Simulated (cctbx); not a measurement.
## SmY6In3 across an absorption edge

Space group Cmc2_1 (no. 36), a = 10.5350 Å, b = 18.1110 Å, c = 6.4290 Å, α = 90.00°, β = 90.00°, γ = 90.00°.

| atom | mult. | x | y | z | Ueq (Å²) |
| --- | --- | --- | --- | --- | --- |
| Sm1 | 4 | 1/2 | 0.3735 | 0.7501 | 0.0101 |
| In1 | 8 | 0.7253 | 0.9046 | 0.6777 | 0.0122 |
| In2 | 4 | 1/2 | 0.6869 | 0.6685 | 0.0124 |
| Y1 | 8 | 0.3147 | 0.7705 | 0.9408 | 0.0108 |
| Y2 | 4 | 1/2 | 0.9589 | 0.9515 | 0.0096 |
| Y3 | 8 | 0.1879 | 0.0668 | 0.7508 | 0.0119 |
| Y4 | 4 | 1/2 | 0.1672 | 0.9593 | 0.0100 |

This is a model crystal, built by substitution and not relaxed, with assumed displacement parameters.

Calculated with cctbx: free-atom f′ and f″ from the Sasaki tables, no fine structure; amplitudes in electrons.

How do |F(hkl)| and |F(−h−k−l)| change across the Y K edge?

```text
E (eV)    f'(Y)   f''           |F|1 1 0        |F|1 3 1        |F|1 1 1        |F|2 4 0
  16438   -2.93   0.56       71.6/  71.6     77.2/  78.6    107.5/  97.5    104.8/ 104.8
  16788   -3.72   0.54       74.3/  74.3     79.3/  80.6    106.6/  96.9    101.7/ 101.7
  16918   -4.43   0.53       76.7/  76.7     81.1/  82.4    105.9/  96.3     99.0/  99.0
  16978   -5.10   0.53       79.0/  79.0     82.9/  84.1    105.4/  95.8     96.3/  96.3
  17008   -5.77   0.53       81.3/  81.3     84.7/  85.8    104.9/  95.4     93.6/  93.6
  17023   -6.43   0.53       83.6/  83.6     86.4/  87.5    104.4/  94.9     91.0/  91.0
  17030   -7.00   0.53       85.5/  85.5     87.9/  89.0    104.0/  94.5     88.7/  88.7
  17034   -7.58   0.52       87.5/  87.5     89.4/  90.5    103.7/  94.1     86.4/  86.4
  17042   -8.49   3.75       90.3/  90.3     92.2/  91.7     97.4/  99.3     85.1/  85.1
  17046   -7.39   3.75       86.4/  86.4     89.3/  88.8     98.1/  99.9     89.4/  89.4
  17053   -6.62   3.75       83.8/  83.8     87.3/  86.8     98.6/ 100.4     92.4/  92.4
  17068   -5.84   3.74       81.1/  81.1     85.2/  84.8     99.2/ 100.9     95.4/  95.4
  17098   -5.09   3.73       78.4/  78.4     83.2/  82.8     99.8/ 101.4     98.4/  98.4
  17188   -4.10   3.69       75.0/  75.0     80.6/  80.2    100.5/ 102.1    102.2/ 102.2
  17438   -3.06   3.58       71.3/  71.3     77.8/  77.4    101.3/ 102.7    106.3/ 106.3
```

The edge is at 17038 eV. f′ of Y falls from -4.4 e at 16918 eV to -7.6 e at 4 eV below it, and f″ steps from 0.53 to 3.75 e across it. Over that approach |F| changes by +14 % (1 1 0), +10 % (1 3 1), -2 % (1 1 1) and -13 % (2 4 0): a reflection falls where Y scatters in phase with the total and rises where it scatters against it; it hardly moves where the Y term is small or cancels by symmetry or lies in quadrature to the total. The f″ term interferes with the normal scattering with opposite sign for the two Friedel mates. The largest Friedel difference in the scan is 9.8 % of the mean (1 1 1, at 16438 eV).

[Logs are printed without paths, hosts, clocks, repeated set-up lines and the standing remarks that a program may print on its own settings, such as how far it seeks lower states.]
